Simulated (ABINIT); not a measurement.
## MoS2 (P6_3/mmc): G0W0 with and without spin-orbit coupling

Aim: spinor G0W0 for MoS2 (P6_3/mmc) beside the scalar-relativistic result.

Program: ABINIT 10.8.3. Level of theory: PBE and many-body steps on it, plane waves. Results are calculated unless marked as measured.

Report form: the programs' logs are mostly left out.

The database entry behind the starting cell differs from later determinations by our own check (about 0.3 % long), so it need not match the best structure at ambient conditions.

## (1) The starting structure

It takes space group P6_3/mmc (No. 194, hexagonal). Conventional cell: a = 3.169 Å, b = 3.169 Å, c = 12.324 Å, α = 90.00°, β = 90.00°, γ = 120.00°. Nearest to Mo lie 6 S at 2.41 Å. Nearest to S lie 3 Mo at 2.41 Å. Farther neighbours and most contacts between anions are not listed.

Structure file:

```cif
data_structure
_symmetry_space_group_name_H-M 'P 1'
_symmetry_Int_Tables_number 1
_cell_length_a 3.1690
_cell_length_b 3.1690
_cell_length_c 12.3240
_cell_angle_alpha 90.000
_cell_angle_beta 90.000
_cell_angle_gamma 120.000
_cell_volume 107.18
loop_
_atom_site_label
_atom_site_type_symbol
_atom_site_fract_x
_atom_site_fract_y
_atom_site_fract_z
_atom_site_occupancy
Mo1 Mo 0.33333 0.66667 0.25000 1
Mo2 Mo 0.66667 0.33333 0.75000 1
S3 S 0.33333 0.66667 0.62300 1
S4 S 0.66667 0.33333 0.12300 1
S5 S 0.33333 0.66667 0.87700 1
S6 S 0.66667 0.33333 0.37700 1
```

The cell and positions come from the Crystallography Open Database and are kept as given unless a step says otherwise.

## (2) Empty states on the mesh, 3×3×1 mesh, 134 bands

This step: ABINIT 10.8.3; DFT, PBE, plane waves, norm-conserving pseudopotentials.

The sums over transitions need many empty states on a uniform mesh; this step solves for them.

run.abi

```
acell 3*1.0 Angstrom
rprim 
  3.169000000004 -0.000000000001 0.000000000000
  -1.584500000001 2.744434504597 0.000000000000
  0.000000000000 0.000000000000 12.324000000000
ntypat 2
znucl 42 16
natom 6
typat 1 1 2 2 2 2
xred 
  0.333333333333 0.666666666667 0.250000000000
  0.666666666667 0.333333333333 0.750000000000
  0.333333333333 0.666666666667 0.623000000000
  0.666666666667 0.333333333333 0.123000000000
  0.333333333333 0.666666666667 0.877000000000
  0.666666666667 0.333333333333 0.377000000000
pp_dirpath "pseudos"
pseudos "Mo.upf, S.upf"
ecut 36
ngkpt 3 3 1
nshiftk 1
shiftk 0 0 0
kptopt 1
chksymbreak 0
iscf -2
irdden 1
istwfk *1
nband 134
nbdbuf 12
tolwfr 1e-09
nstep 60
prtvol 0
indata_prefix "in"
outdata_prefix "out"
tmpdata_prefix "tmp"
```

Command:

```
$ OMP_NUM_THREADS=1 mpirun -n 3 abinit run.abi > log
```

The job ended after 39 s (3 MPI ranks of Arm Neoverse V1, shared host; peak memory 0.31 GiB; 1.9 min of CPU time).

Numbers from this step:

* gap: 1.052 eV
* k of the valence top: 0, 0, 0
* k of the conduction bottom: 0.3333, 0.3333, 0
* least direct gap: 1.654 eV
* k points computed: 3
* lowest point of the top converged band, above the valence top: 42.26 eV

On this mesh the gap is 1.052 eV.

The density comes from a self-consistent run that is not shown.

## (3) Screening, 3×3×1 mesh, 122 bands, screening to 119.7 eV

The RPA dielectric matrix is built and inverted for each q.

This step: RPA screening on PBE, plane waves, norm-conserving pseudopotentials.

run.abi: that of step 2 with these lines changed.

```diff
@@ -24,10 +24,11 @@
 chksymbreak 0
-iscf -2
-irdden 1
 istwfk *1
-nband 134
-nbdbuf 12
-tolwfr 1e-09
-nstep 60
-prtvol 0
+occopt 1
+irdwfk 1
+optdriver 3
+nband 122
+ecuteps 4.4
+inclvkb 0
+awtr 1
+symchi 1
 indata_prefix "in"
```

Command:

```
$ OMP_NUM_THREADS=1 mpirun -n 4 abinit run.abi > log
```

The job ended after 12 s (4 MPI ranks; peak memory 0.72 GiB; 46 s of CPU time).

This step gave:

| Item | Value |
| --- | --- |
| ε∞ with local fields, on this mesh, along the program's q direction | 19.12 |
| the same without local fields | 21.71 |
| plasma frequency | 25.86 eV |
| plane waves in the screening matrix | 315 |

Local fields lower ε∞ by 12 %. On a Γ-centred mesh this coarse the value itself is usually too large, while a short band sum pulls it down.

## (4) Scalar-relativistic

The self-energy is evaluated for the states that the input lists, and the levels follow from it, in one-shot runs by the linearised quasiparticle equation.

This step: G0W0 on PBE, plane waves, norm-conserving pseudopotentials.

run.abi: that of step 3 with these lines changed.

```diff
@@ -27,8 +27,17 @@
 irdwfk 1
-optdriver 3
+optdriver 4
 nband 122
+gwcalctyp 0
+ecutsigx 36
+symsigma 1
+nkptgw 2
+kptgw 
+  0.0000000000 0.0000000000 0.0000000000
+  0.3333333333 0.3333333333 0.0000000000
+bdgw 
+  25 28
+  25 28
 ecuteps 4.4
-inclvkb 0
-awtr 1
-symchi 1
+irdscr 1
+ppmodel 1
 indata_prefix "in"
```

Elapsed: 9.4 s, on 4 MPI ranks; peak memory 0.71 GiB.

This step gave:

| Quantity | Value |
| --- | --- |
| G0W0 gap on the points computed | 1.716 eV |
| starting gap on the mesh | 1.052 eV |
| k of the valence top | 0, 0, 0 |
| k of the conduction bottom | 0.3333, 0.3333, 0 |
| Z at the valence top | 0.777 |
| Z at the conduction bottom | 0.775 |
| least direct G0W0 gap on the computed points | 2.300 eV |

The gap on the mesh goes from 1.05 eV to 1.72 eV, a correction of +0.66 eV.

## (5) Empty states on the mesh, 3×3×1 mesh, 268 bands

This step: DFT, PBE with spin-orbit coupling, plane waves, norm-conserving pseudopotentials.

run.abi: that of step 4 with these lines changed.

```diff
@@ -19,2 +19,3 @@
 ecut 36
+nspinor 2
 ngkpt 3 3 1
@@ -24,20 +25,10 @@
 chksymbreak 0
+iscf -2
+irdden 1
 istwfk *1
-occopt 1
-irdwfk 1
-optdriver 4
-nband 122
-gwcalctyp 0
-ecutsigx 36
-symsigma 1
-nkptgw 2
-kptgw 
-  0.0000000000 0.0000000000 0.0000000000
-  0.3333333333 0.3333333333 0.0000000000
-bdgw 
-  25 28
-  25 28
-ecuteps 4.4
-irdscr 1
-ppmodel 1
+nband 268
+nbdbuf 24
+tolwfr 1e-09
+nstep 60
+prtvol 0
 indata_prefix "in"
```

Command:

```
$ OMP_NUM_THREADS=1 mpirun -n 3 abinit run.abi > log
```

Wall time 4.6 min (3 MPI ranks); peak memory 0.49 GiB.

Numbers from this step:

```yaml
gap: 1.045 eV
k_of_the_valence_top: 0, 0, 0
k_of_the_conduction_bottom: 0.3333, 0.3333, 0
least_direct_gap: 1.622 eV
k_points_computed: 3
lowest_point_of_the_top_converged_band_above_the_valence_top: 42.26 eV
```

On this mesh the gap is 1.045 eV.

The density comes from a self-consistent run that is not shown, made with spin-orbit coupling and fully relativistic files.

## (6) Screening, 3×3×1 mesh, 244 bands, screening to 119.7 eV

This step: RPA screening on PBE with spin-orbit coupling, plane waves, norm-conserving pseudopotentials.

run.abi: that of step 5 with these lines changed.

```diff
@@ -25,10 +25,11 @@
 chksymbreak 0
-iscf -2
-irdden 1
 istwfk *1
-nband 268
-nbdbuf 24
-tolwfr 1e-09
-nstep 60
-prtvol 0
+occopt 1
+irdwfk 1
+optdriver 3
+nband 244
+ecuteps 4.4
+inclvkb 0
+awtr 1
+symchi 1
 indata_prefix "in"
```

Command:

```
$ OMP_NUM_THREADS=1 mpirun -n 4 abinit run.abi > log
```

Elapsed: 71 s, on 4 MPI ranks; peak memory 1.9 GiB; 4.7 min of CPU time.

This step gave:

```
ε∞ with local fields, on this mesh, along the program's q direction : 19.25
the same without local fields                                       : 21.86
plasma frequency                                                    : 25.86 eV
plane waves in the screening matrix                                 : 315
```

## (7) With spin-orbit coupling

This step: G0W0 on PBE with spin-orbit coupling, plane waves, norm-conserving pseudopotentials.

run.abi: that of step 6 with these lines changed.

```diff
@@ -28,8 +28,17 @@
 irdwfk 1
-optdriver 3
+optdriver 4
 nband 244
+gwcalctyp 0
+ecutsigx 36
+symsigma 0
+nkptgw 2
+kptgw 
+  0.0000000000 0.0000000000 0.0000000000
+  0.3333333333 0.3333333333 0.0000000000
+bdgw 
+  49 56
+  49 56
 ecuteps 4.4
-inclvkb 0
-awtr 1
-symchi 1
+irdscr 1
+ppmodel 1
 indata_prefix "in"
```

Elapsed: 1.7 min, on 4 MPI ranks; peak memory 1.7 GiB; 7 min of CPU time.

Numbers from this step:

* G0W0 gap on the points computed: 1.707 eV
* starting gap on the mesh: 1.045 eV
* k of the valence top: 0, 0, 0
* k of the conduction bottom: 0.3333, 0.3333, 0
* Z at the valence top: 0.777
* Z at the conduction bottom: 0.775
* least direct G0W0 gap on the computed points: 2.272 eV

Against G0W0 in ABINIT (3×3×1 mesh, 122 bands, screening to 119.7 eV, Godby-Needs plasmon pole), the gap moves by −0.009 eV.

## (8) The runs together

Times are wall times on 4 MPI ranks of Arm Neoverse V1, shared host, good to a factor of about two. A run's time includes the screening step that it read.

| run | mesh | bands | screening cutoff (eV) | DFT gap (eV) | gap on the mesh (eV) | direct (eV) | ε∞ used | time |
| --- | --- | --- | --- | --- | --- | --- | --- | --- |
| scalar-relativistic | 3×3×1 | 122 | 119.7 | 1.052 | 1.716 | 2.300 | 19.12 | 21 s |
| with spin-orbit coupling | 3×3×1 | 244 | 119.7 | 1.045 | 1.707 | 2.272 | 19.25 | 2.9 min |

## (9) What came out

* scalar-relativistic: 1.716 eV
* with spin-orbit coupling: 1.707 eV
* known limits: not at the basis limit; screening head approximate; no spin-orbit coupling in some runs; coarse k mesh

**Reading.** With spin-orbit coupling: −0.009 eV against scalar-relativistic, −0.007 eV of it in the start. Bands and cutoff are finite, so the gap is not at the basis limit. The miss can reach some tenths of an eV and take either sign; the mesh is an error of its own. In the G0W0 runs levels were corrected at 2 k points alone, so a gap called «on the mesh» is the least over those, and an edge elsewhere would be missed. A denser mesh or path gives a starting gap of 0.89 eV: the GW mesh misses a band edge, so its gaps are not the fundamental one. The 3×3×1 mesh is coarse for this cell, which bears on the long-range parts of exchange and screening. The long-wavelength limit of the screening leaves out the non-local commutator, which shifts ε∞.

[Paths, hosts, dates, memory and timing lines, banners, echoed tables and standing remarks are left out of the program output.]

[Logs are printed without paths, hosts, clocks, repeated set-up lines and the standing remarks that a program may print on its own settings, such as how far it seeks lower states.]

[Runs of the session that timed out or met a known fault of the program may be left out.]

[Hosts, paths, dates, database ids (printed as entryN), source tags and the programs' standing remarks are cut or masked in the printed files.]

[G0W0 gaps are taken among the corrected bands and points alone; a level outside them can change the order at an edge.]

[Where Ansatz stands beside ABINIT at settings called matched, ABINIT's density can come from a denser mesh and the files from another edition; pairs whose starting gaps differed by over 0.03 eV were left out, so agreement reads better than it is.]
